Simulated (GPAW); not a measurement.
# Si K-edge XANES of ZrCuSiP (P4/nmm)

What does one-electron theory with a core hole give for the Si K edge of ZrCuSiP (P4/nmm)?

Calculated with GPAW 26.7.0; X-ray absorption from dipole matrix elements to empty bands, plane-wave PAW LDA.

## Step 1: Set-up

The structure is tetragonal, space group P4/nmm (No. 129). The conventional cell has a = 3.593 Å, b = 3.593 Å, c = 9.526 Å, α = 90.00°, β = 90.00°, γ = 90.00°. Nearest to Zr lie 4 P at 2.71 Å and 4 Si at 2.82 Å. Nearest to Cu lie 4 P at 2.43 Å and 4 Cu at 2.54 Å. Nearest to P lie 4 Cu at 2.43 Å and 4 Zr at 2.71 Å. Nearest to Si lie 4 Si at 2.54 Å and 4 Zr at 2.82 Å. Farther neighbours are not listed.

As a file:

```cif
data_structure
_symmetry_space_group_name_H-M 'P 1'
_symmetry_Int_Tables_number 1
_cell_length_a 3.5935
_cell_length_b 3.5935
_cell_length_c 9.5264
_cell_angle_alpha 90.000
_cell_angle_beta 90.000
_cell_angle_gamma 90.000
_cell_volume 123.02
loop_
_atom_site_label
_atom_site_type_symbol
_atom_site_fract_x
_atom_site_fract_y
_atom_site_fract_z
_atom_site_occupancy
Zr1 Zr 0.50000 0.00000 0.22862 1
Zr2 Zr 0.00000 0.50000 0.77138 1
Cu3 Cu 0.00000 0.00000 0.50000 1
Cu4 Cu 0.50000 0.50000 0.50000 1
P5 P 0.50000 0.00000 0.67181 1
P6 P 0.00000 0.50000 0.32819 1
Si7 Si 0.00000 0.00000 0.00000 1
Si8 Si 0.50000 0.50000 0.00000 1
```

## Step 2: The field without a hole

A plain self-consistent run shows whether there is a gap, which decides the set-up of the core-hole run.

Input file scf.py:

```python
import numpy as np
from ase import Atoms
from ase.parallel import parprint, paropen
from gpaw import GPAW, PW, FermiDirac, Mixer, MixerDif, setup_paths
from gpaw.test import gen
setup_paths.insert(0, '.')
gen('Si', name='nch1s', xcname='LDA', corehole=(1, 0, 0), write_xml=True)
from gpaw.mpi import world
world.barrier()

atoms = Atoms('Zr2Cu2P2Si2',
    cell=[[3.593484, 0, 0],
     [0, 3.593484, 0],
     [0, 0, 9.526377]],
    scaled_positions=[[0.5, 0, 0.228617],
     [0, 0.5, 0.771383],
     [0, 0, 0.5],
     [0.5, 0.5, 0.5],
     [0.5, 0, 0.671813],
     [0, 0.5, 0.328187],
     [0, 0, 0],
     [0.5, 0.5, 0]],
    pbc=True)
atoms.calc = calc = GPAW(legacy_gpaw=True, mode=PW(430, force_complex_dtype=True), xc='LDA', setups={6: 'nch1s'},
    kpts={'size': (7, 7, 3), 'gamma': True}, occupations=FermiDirac(0.05),
    charge=0, mixer=Mixer(0.1, 5, 50), maxiter=150,
    convergence={'density': 0.0001, 'eigenstates': 1e-6}, txt='scf.txt')
energy = atoms.get_potential_energy() + calc.get_reference_energy()
ef = calc.get_fermi_level()
out = dict(energy=energy, fermi=ef, forces=atoms.get_forces().tolist())
parprint(f'all-electron energy {energy:.4f} eV, Fermi level {ef:.4f} eV')
ev = np.array([[calc.get_eigenvalues(k, s) for k in range(len(calc.get_ibz_k_points()))] for s in range(calc.get_number_of_spins())])
out['homo'], out['lumo'], out['counts'] = ev[ev < ef].max(), ev[ev > ef].min(), sorted(set((ev < ef).sum((0, 2)).tolist()))
out['filled'] = (ev[:, 0] < ef).sum(1).tolist()
import json
with paropen('out.json', 'w') as f:
    json.dump(out, f)
```

On the command line:

```bash
> OMP_NUM_THREADS=1 mpirun -n 4 gpaw python scf.py
```

Numbers of over 12 decimals in the logs are rounded to 6 here.

The log of the run:

```text
Input parameters:
  convergence: {density: 0.0001,
                eigenstates: 1e-06}
  kpts: {gamma: True,
         size: (7, 7, 3)}
  maxiter: 150
  mixer: {backend: pulay,
          beta: 0.1,
          method: separate,
          nmaxold: 5,
          weight: 50}
  mode: {ecut: 430.0,
         force_complex_dtype: True,
         name: pw}
  occupations: {fixmagmom: False,
                name: fermi-dirac,
                width: 0.05}
  setups: {6: nch1s}

Initialize ...

[... PAW data sets ...]

Reference energy: -319737.957475  # eV

Spin-paired calculation

[... convergence settings ...]
Symmetries present (total): 8
  [... symmetry matrices ...]

147 k-points: 7 x 7 x 3 Monkhorst-Pack grid
20 k-points in the irreducible part of the Brillouin zone
       k-points in crystal coordinates                weights
   0:     0.00000000    0.00000000    0.00000000          1/147
   1:     0.00000000    0.00000000    0.33333333          2/147
   2:     0.14285714    0.00000000    0.00000000          4/147
   3:     0.14285714    0.00000000    0.33333333          8/147
   4:     0.14285714    0.14285714    0.00000000          4/147
   5:     0.14285714    0.14285714    0.33333333          8/147
   6:     0.28571429    0.00000000    0.00000000          4/147
   7:     0.28571429    0.00000000    0.33333333          8/147
   8:     0.28571429    0.14285714    0.00000000          8/147
   9:     0.28571429    0.14285714    0.33333333         16/147
          ...
  19:     0.42857143    0.42857143    0.33333333          8/147

Wave functions: Plane wave expansion
  Cutoff energy: 430.000 eV
  Number of coefficients (min, max): 2449, 2513
  Pulay-stress correction: 0.000000 eV/Ang^3 (de/decut=0.000000)
  Using FFTW library
  Wavefunction extrapolation:
    Improved wavefunction reuse through dual PAW basis

Occupation numbers: Fermi-Dirac:
  width: 0.0500  # eV

Eigensolver
   Davidson(niter=2)

Densities:
  Coarse grid: 18*18*48 grid
  Fine grid: 36*36*96 grid
  Total Charge: 0.000000

Density mixing:
  Method: separate
  Backend: pulay
  Linear mixing parameter: 0.1
  old densities: 5
  Width of damping distribution: 1.1
  Damping of long wavelength oscillations: 50

[... Hamiltonian set-up ...]
Number of atoms: 8
Number of atomic orbitals: 60
Number of bands in calculation: 43
Number of valence electrons: 64
Bands to converge: occupied

... initialized

Initializing position-dependent things.

Density initialized from atomic densities
Creating initial wave functions:
  43 bands from LCAO basis set

Positions:
   0 Zr     1.796742    0.000000    2.177892    ( 0.0000,  0.0000,  0.0000)
   1 Zr     0.000000    1.796742    7.348485    ( 0.0000,  0.0000,  0.0000)
   2 Cu     0.000000    0.000000    4.763189    ( 0.0000,  0.0000,  0.0000)
   3 Cu     1.796742    1.796742    4.763189    ( 0.0000,  0.0000,  0.0000)
   4 P      1.796742    0.000000    6.399944    ( 0.0000,  0.0000,  0.0000)
   5 P      0.000000    1.796742    3.126433    ( 0.0000,  0.0000,  0.0000)
   6 Si     0.000000    0.000000    0.000000    ( 0.0000,  0.0000,  0.0000)
   7 Si     1.796742    1.796742    0.000000    ( 0.0000,  0.0000,  0.0000)

Unit cell:
           periodic     x           y           z      points  spacing
  1. axis:    yes    3.593484    0.000000    0.000000    18     0.1996
  2. axis:    yes    0.000000    3.593484    0.000000    18     0.1996
  3. axis:    yes    0.000000    0.000000    9.526377    48     0.1985

  Lengths:   3.593484   3.593484   9.526377
  Angles:   90.000000  90.000000  90.000000

Effective grid spacing dv^(1/3) = 0.1992

iter:   1   -63.239642
iter:   2   -59.193873   +0.11  -1.11
iter:   3   -56.606208   -1.26  -1.25
iter:   4   -56.050871   -1.44  -1.36
iter:   5   -55.908806   -1.74  -1.46
iter:   6   -55.999860   -1.87  -1.67
iter:   7   -55.872681   -2.49  -2.02
iter:   8   -55.872923   -3.43  -2.58
iter:   9   -55.877938c  -3.15  -2.57
iter:  10   -55.876576c  -3.72  -2.55
iter:  11   -55.869828c  -3.46  -2.72
iter:  12   -55.869653c  -4.47  -2.99
iter:  13   -55.869611c  -4.71  -3.06
iter:  14   -55.869466c  -5.23  -3.21
iter:  15   -55.869406c  -5.54  -3.28
iter:  16   -55.869466c  -5.19  -3.35
iter:  17   -55.869408c  -5.39  -3.57
iter:  18   -55.869411c  -5.75  -3.75
iter:  19   -55.869407c  -6.71c -4.01c

Converged after 19 iterations.

Dipole moment: (-0.000000, -0.000000, -0.000000) |e|*Ang

Energy contributions relative to reference atoms: (reference = -319737.957475)

Kinetic:         +3.014681
Potential:       -6.625936
External:        +0.000000
XC:             -52.992482
Entropy (-ST):   -0.012153
Local:           +0.740407
SIC:             +0.000000
--------------------------
Free energy:    -55.875483
Extrapolated:   -55.869407

Showing only first 2 kpts
 Kpt  Band  Eigenvalues  Occupancy
  0    30      9.12930    1.99986
  0    31      9.12930    1.99986
  0    32     10.42873    0.00000
  0    33     11.20313    0.00000

  1    30      9.24829    1.99849
  1    31      9.24829    1.99849
  1    32     10.28305    0.00000
  1    33     10.85060    0.00000

Fermi level: 9.60761

No gap
No difference between direct/indirect transitions

Forces in eV/Ang:
  0 Zr    0.00000    0.00000    0.13069
  1 Zr    0.00000    0.00000   -0.13069
  2 Cu    0.00000    0.00000    0.00000
  3 Cu    0.00000    0.00000    0.00000
  4 P     0.00000    0.00000   -0.17743
  5 P     0.00000    0.00000    0.17743
  6 Si    0.00000    0.00000    0.00000
  7 Si    0.00000    0.00000    0.00000
Scalar-relativistic atomic LDA calculation for Si (Silicon, Z=14)
Core hole in 1s state (1s occupation: 2.0)
450 radial gridpoints.
|------------------------------------------------|
|------------------------------------------------|
[... the atom generator's iteration count ...]

Energy contributions:
-------------------------
Kinetic:     +289.200818
XC:           -19.595459
Potential:   -558.407745
-------------------------
Total:       -288.802385

state      eigenvalue         ekin         rmax
-----------------------------------------------
1s^2.0 :   -65.348349    92.179850        0.073
2s^2.0 :    -5.098251    13.047377        0.456
2p^6.0 :    -3.513548    12.237934        0.387
3s^2.0 :    -0.399754     1.628943        1.773
3p^2.0 :    -0.152955     1.030438        2.146
-----------------------------------------------
(units: Bohr and Hartree)

Generating PAW setup
Kinetic energy of the core from tauc = 284.492433
Cutoffs:
rc(s)=2.000
rc(p)=2.000
rc(d)=2.000
rc(vbar)=1.800
rc(comp)=2.000
rc(nct)=2.000

Kinetic energy of the core states: 283.882055
Charge: 0.0
Core electrons: 10.0
Valence electrons: 4.0
Pseudo-core charge: 0.185992
Shape function alpha=2.500
Pseudo-electron charge 4.425116
state    eigenvalue         norm
--------------------------------
3s(2) :    -0.399754     1.114161
*s    :     0.600246
3p(2) :    -0.152955     1.005401
*p    :     0.847045
*d    :     0.000000
--------------------------------

Diagonalizing with gridspacing h=0.050

state   all-electron     PAW
-------------------------------
3s:      -0.399754    -0.399911
3p:      -0.152955    -0.153089
*d:                    0.032715
*f:                    0.069217
-------------------------------
all-electron energy -319793.8269 eV, Fermi level 9.6076 eV
```

Wall time 14 s (4 MPI ranks of Intel Xeon Platinum 8559C (Emerald Rapids), shared host); peak memory 0.23 GiB; 54 s of CPU time.

The mesh shows no gap, so the system is treated as a metal and the core electron is put at the Fermi level (neutral cell).

## Step 3: Spectrum without a core hole, Si atom 7

This cheap baseline ignores the attraction of the hole: it shows the absorber's empty states as they are in the ground state. The data set with a hole of occupation 0 only carries the core orbital.

The absorber has 4 Si at 2.54 Å and 4 Zr at 2.82 Å (8-fold, site symmetry -4m2).

Input file xas.py:

```python
import numpy as np
from ase import Atoms
from ase.parallel import parprint, paropen
from gpaw import GPAW, PW, FermiDirac, Mixer, MixerDif, setup_paths
from gpaw.test import gen
setup_paths.insert(0, '.')
gen('Si', name='nch1s', xcname='LDA', corehole=(1, 0, 0), write_xml=True)
from gpaw.mpi import world
world.barrier()

atoms = Atoms('Zr2Cu2P2Si2',
    cell=[[3.593484, 0, 0],
     [0, 3.593484, 0],
     [0, 0, 9.526377]],
    scaled_positions=[[0.5, 0, 0.228617],
     [0, 0.5, 0.771383],
     [0, 0, 0.5],
     [0.5, 0.5, 0.5],
     [0.5, 0, 0.671813],
     [0, 0.5, 0.328187],
     [0, 0, 0],
     [0.5, 0.5, 0]],
    pbc=True)
atoms.calc = calc = GPAW(legacy_gpaw=True, mode=PW(430, force_complex_dtype=True), xc='LDA', setups={6: 'nch1s'},
    kpts={'size': (9, 9, 4), 'gamma': True}, occupations=FermiDirac(0.1),
    charge=0, mixer=Mixer(0.1, 5, 50), maxiter=150,
    convergence={'density': 0.0001, 'eigenstates': 1e-6}, txt='scf.txt')
energy = atoms.get_potential_energy() + calc.get_reference_energy()
ef = calc.get_fermi_level()
out = dict(energy=energy, fermi=ef, forces=atoms.get_forces().tolist())
parprint(f'all-electron energy {energy:.4f} eV, Fermi level {ef:.4f} eV')
ev = np.array([[calc.get_eigenvalues(k, s) for k in range(len(calc.get_ibz_k_points()))] for s in range(calc.get_number_of_spins())])
out['homo'], out['lumo'], out['counts'] = ev[ev < ef].max(), ev[ev > ef].min(), sorted(set((ev < ef).sum((0, 2)).tolist()))
out['filled'] = (ev[:, 0] < ef).sum(1).tolist()

from ase.units import Ha
from gpaw.xas import dipole_matrix_elements
nb = int(calc.get_number_of_electrons() / 2) + 86
top, nb = nb, nb + 8 + nb // 12
nscf = calc.fixed_density(kpts={'size': (7, 7, 3), 'gamma': True}, nbands=nb,
    convergence={'bands': top, 'eigenstates': 5e-3}, maxiter=60, txt='nscf.txt')
cell = atoms.cell.array
ops = [cell.T @ U.T @ np.linalg.inv(cell.T) for U in nscf.wfs.kd.symmetry.op_scc]
E = np.arange(-25, 34, 0.1)
fwhm = np.interp(E, [4, 25], [0.9, 3.5])
Y, X, zero, highest = 0, 0, 1e9, 1e9
for spin in range(nscf.get_number_of_spins()):
    wfs = nscf.wfs
    mine = wfs.bd.get_slice()  # this rank's bands
    A = dipole_matrix_elements(wfs.setups[6])
    eps = np.zeros((wfs.kd.nibzkpts, nb))
    d = np.zeros((3, A.shape[1], wfs.kd.nibzkpts, nb), complex)
    for kpt in wfs.kpt_u:
        if kpt.s == spin and 6 in kpt.P_ani:
            eps[kpt.k, mine] = kpt.eps_n * Ha
            d[:, :, kpt.k, mine] = (kpt.weight * wfs.nspins / 2) ** 0.5 * np.inner(A, kpt.P_ani[6])
    world.sum(eps)
    world.sum(d)
    T = np.einsum('amkn,bmkn->abkn', d, d.conj()).real
    T = sum(np.einsum('ai,ijkn,bj->abkn', R, T, R) for R in ops) / len(ops)
    empty = eps > ef
    zero, highest = min(zero, eps[empty].min()), min(highest, eps[:, top - 1].min())
    lines = [(eps, T, empty)] if spin == 0 else lines + [(eps, T, empty)]
for eps, T, empty in lines:
    f = np.einsum('aakn->akn', T).reshape(3, -1)
    x = eps.ravel() - zero
    w = np.interp(x, E, fwhm) / 2.35482
    g = np.exp(-0.5 * ((E[:, None] - x) / w) ** 2) / (w * (2 * np.pi) ** 0.5)
    Y = Y + (f * empty.ravel()) @ g.T
    X = X + (f * ~empty.ravel()) @ g.T
out.update(E=E.round(2).tolist(), xas=Y.tolist(), xes=X.tolist(), zero=zero, valid=highest - zero, nk=len(eps), nb=nb)
for i in range(0, len(E), 10):
    parprint(f'{E[i]:7.2f}', *(f'{v:10.3e}' for v in Y[:, i]))
import json
with paropen('out.json', 'w') as f:
    json.dump(out, f)
```

On the command line:

```bash
> OMP_NUM_THREADS=1 mpirun -n 4 gpaw python xas.py
```

The log of the run:

```text
Input parameters:
  convergence: {density: 0.0001,
                eigenstates: 1e-06}
  kpts: {gamma: True,
         size: (9, 9, 4)}
  maxiter: 150
  mixer: {backend: pulay,
          beta: 0.1,
          method: separate,
          nmaxold: 5,
          weight: 50}
  mode: {ecut: 430.0,
         force_complex_dtype: True,
         name: pw}
  occupations: {fixmagmom: False,
                name: fermi-dirac,
[...]
*p    :     0.847045
*d    :     0.000000
--------------------------------

Diagonalizing with gridspacing h=0.050

state   all-electron     PAW
-------------------------------
3s:      -0.399754    -0.399911
3p:      -0.152955    -0.153089
*d:                    0.032715
*f:                    0.069217
-------------------------------
all-electron energy -319793.8284 eV, Fermi level 9.5542 eV
[...]
32.00  4.031e-06  4.031e-06  6.480e-06
  33.00  4.144e-06  4.144e-06  6.152e-06
[key lines of the parts left out:]
Converged after 15 iterations.
Dipole moment: (-0.000000, -0.000000, 0.000000) |e|*Ang
Free energy:    -55.894330
Fermi level: 9.55425
```

Wall time 35 s (4 MPI ranks); peak memory 0.34 GiB; 2.3 min of CPU time.

The Si K spectrum, Si atom 7, no core hole (energy from the lowest empty level; intensity scaled to a mean of 1 over the first 20 eV; polarised curves are means over the symmetry-equivalent atoms):

```csv
E (eV),isotropic,ε ⊥ c,ε ∥ c
-2.0,0.00,0.00,0.00
-1.5,0.00,0.00,0.00
-1.0,0.00,0.01,0.00
-0.5,0.08,0.11,0.01
0.0,0.34,0.48,0.06
0.5,0.45,0.61,0.13
1.0,0.36,0.47,0.13
1.5,0.39,0.50,0.18
2.0,0.79,0.99,0.38
2.5,0.94,1.19,0.43
3.0,0.67,0.83,0.34
3.5,0.72,0.83,0.49
4.0,1.03,1.14,0.81
4.5,1.19,1.24,1.08
5.0,1.17,1.06,1.39
5.5,1.21,0.94,1.74
6.0,1.33,1.01,1.99
6.5,1.39,1.12,1.92
7.0,1.29,1.13,1.60
7.5,1.30,1.31,1.29
8.0,1.44,1.64,1.04
8.5,1.50,1.79,0.91
9.0,1.41,1.67,0.89
9.5,1.34,1.52,0.96
10.0,1.32,1.47,1.04
10.5,1.28,1.41,1.03
11.0,1.19,1.30,0.97
11.5,1.09,1.14,0.99
12.0,0.98,0.91,1.12
12.5,0.89,0.70,1.27
13.0,0.83,0.59,1.31
13.5,0.80,0.60,1.22
14.0,0.81,0.70,1.04
14.5,0.85,0.85,0.86
15.0,0.90,0.98,0.74
15.5,0.92,1.05,0.67
16.0,0.90,1.03,0.66
16.5,0.87,0.97,0.67
17.0,0.86,0.94,0.69
17.5,0.88,0.97,0.71
18.0,0.93,1.03,0.74
18.5,0.98,1.09,0.76
19.0,1.01,1.12,0.78
19.5,1.02,1.13,0.81
20.0,1.01,1.10,0.83
20.5,1.00,1.07,0.85
21.0,0.99,1.04,0.87
21.5,0.98,1.02,0.89
22.0,0.97,1.00,0.90
22.5,0.94,0.97,0.90
23.0,0.91,0.92,0.89
23.5,0.86,0.85,0.88
24.0,0.81,0.78,0.86
24.5,0.76,0.72,0.84
25.0,0.71,0.67,0.81
25.5,0.68,0.63,0.77
26.0,0.65,0.61,0.74
26.5,0.63,0.60,0.70
27.0,0.62,0.58,0.68
27.5,0.60,0.57,0.68
28.0,0.60,0.55,0.70
28.5,0.61,0.54,0.74
29.0,0.63,0.54,0.80
29.5,0.65,0.54,0.87
30.0,0.69,0.56,0.95
30.5,0.73,0.59,1.02
31.0,0.77,0.62,1.06
31.5,0.79,0.65,1.08
```

Main maxima below 24 eV (height): 0.4 eV (0.46), 2.4 eV (0.96), 6.4 eV (1.40), 8.4 eV (1.50), 15.5 eV (0.92) and 19.4 eV (1.02). A K edge sees empty p states on the absorber.

The same matrix elements for filled bands give the Si K emission of Si atom 7 (ground-state approximation; energy from the lowest empty level, largest value 1):

```csv
E (eV),emission
-24.00,0.00
-23.25,0.00
-22.50,0.00
-21.75,0.00
-21.00,0.00
-20.25,0.00
-19.50,0.00
-18.75,0.00
-18.00,0.00
-17.25,0.00
-16.50,0.00
-15.75,0.00
-15.00,0.00
-14.25,0.00
-13.50,0.00
-12.75,0.00
-12.00,0.00
-11.25,0.01
-10.50,0.03
-9.75,0.05
-9.00,0.06
-8.25,0.10
-7.50,0.07
-6.75,0.11
-6.00,0.18
-5.25,0.18
-4.50,0.31
-3.75,0.46
-3.00,0.71
-2.25,0.95
-1.50,0.75
-0.75,0.32
0.00,0.07
0.75,0.00
1.50,0.00
2.25,0.00
3.00,0.00
```

Emission maxima: -2.0 eV (1.00).

## Step 4: Reference energy of the supercell

The photon energy needs a difference of total energies, so the cell and mesh of the coming hole run are first run without a hole.

Edit scf.py of step 2 so:

```diff
@@ -10,17 +10,25 @@
 
-atoms = Atoms('Zr2Cu2P2Si2',
-    cell=[[3.593484, 0, 0],
-     [0, 3.593484, 0],
-     [0, 0, 9.526377]],
-    scaled_positions=[[0.5, 0, 0.228617],
-     [0, 0.5, 0.771383],
-     [0, 0, 0.5],
-     [0.5, 0.5, 0.5],
-     [0.5, 0, 0.671813],
-     [0, 0.5, 0.328187],
+atoms = Atoms('Zr4Cu4P4Si4',
+    cell=[[-3.593484, 3.593484, 0],
+     [-3.593484, -3.593484, 0],
+     [3.593484, 0, 9.526377]],
+    scaled_positions=[[0.8643085, 0.8643085, 0.228617],
+     [0.3643085, 0.3643085, 0.228617],
+     [0.6356915, 0.1356915, 0.771383],
+     [0.1356915, 0.6356915, 0.771383],
+     [0.25, 0.25, 0.5],
+     [0.75, 0.75, 0.5],
+     [0.25, 0.75, 0.5],
+     [0.75, 0.25, 0.5],
+     [0.0859065, 0.0859065, 0.671813],
+     [0.5859065, 0.5859065, 0.671813],
+     [0.4140935, 0.9140935, 0.328187],
+     [0.9140935, 0.4140935, 0.328187],
      [0, 0, 0],
-     [0.5, 0.5, 0]],
+     [0.5, 0.5, 0],
+     [0, 0.5, 0],
+     [0.5, 0, 0]],
     pbc=True)
-atoms.calc = calc = GPAW(legacy_gpaw=True, mode=PW(430, force_complex_dtype=True), xc='LDA', setups={6: 'nch1s'},
-    kpts={'size': (7, 7, 3), 'gamma': True}, occupations=FermiDirac(0.05),
+atoms.calc = calc = GPAW(legacy_gpaw=True, mode=PW(430, force_complex_dtype=True), xc='LDA', setups={12: 'nch1s'},
+    kpts={'size': (4, 4, 4), 'gamma': True}, occupations=FermiDirac(0.1),
     charge=0, mixer=Mixer(0.1, 5, 50), maxiter=150,
```

On the command line:

```bash
> OMP_NUM_THREADS=1 mpirun -n 4 gpaw python scf.py
```

The log of the run:

```text
Input parameters:
  convergence: {density: 0.0001,
                eigenstates: 1e-06}
  kpts: {gamma: True,
         size: (4, 4, 4)}
  maxiter: 150
  mixer: {backend: pulay,
          beta: 0.1,
          method: separate,
          nmaxold: 5,
          weight: 50}
  mode: {ecut: 430.0,
         force_complex_dtype: True,
         name: pw}
  occupations: {fixmagmom: False,
                name: fermi-dirac,
[...]
warnings.warn(
<dir> UserWarning: Using symmetrized grid: (49,49,49).

  warnings.warn('Using symmetrized grid: ({},{},{}).\n'.format(*N_c))
<dir> UserWarning: Using symmetrized grid: (49,49,49).

  warnings.warn('Using symmetrized grid: ({},{},{}).\n'.format(*N_c))
<dir> UserWarning: Using symmetrized grid: (49,49,49).

  warnings.warn('Using symmetrized grid: ({},{},{}).\n'.format(*N_c))
all-electron energy -639587.4987 eV, Fermi level 9.4832 eV
[key lines of the parts left out:]
Converged after 18 iterations.
Dipole moment: (0.000000, 0.000000, -0.000000) |e|*Ang
Free energy:   -111.654031
Fermi level: 9.48325
```

It took 88 s on 4 MPI ranks; peak memory 0.48 GiB.

Reference energy: -639587.499 eV with the cores included.

(Part 1 of 3 ends here.)

[Banner, clock and machine lines of the logs are left out without a mark of their own.]

[Logs are printed without paths, hosts, clocks, repeated set-up lines and the standing remarks that a program may print on its own settings, such as how far it seeks lower states.]

[Hosts, paths, dates, database ids (printed as entryN), source tags and the programs' standing remarks are cut or masked in the printed files.]

[Lists of maxima count a maximum above −3 eV only where it reaches 4 % of the highest in the window and stands out from its surroundings by 2 % of it (1.5 % where it reaches 55 %); shoulders and weaker maxima are passed over, and of the rest the first, up to two pre-edge ones and the few strongest are named.]
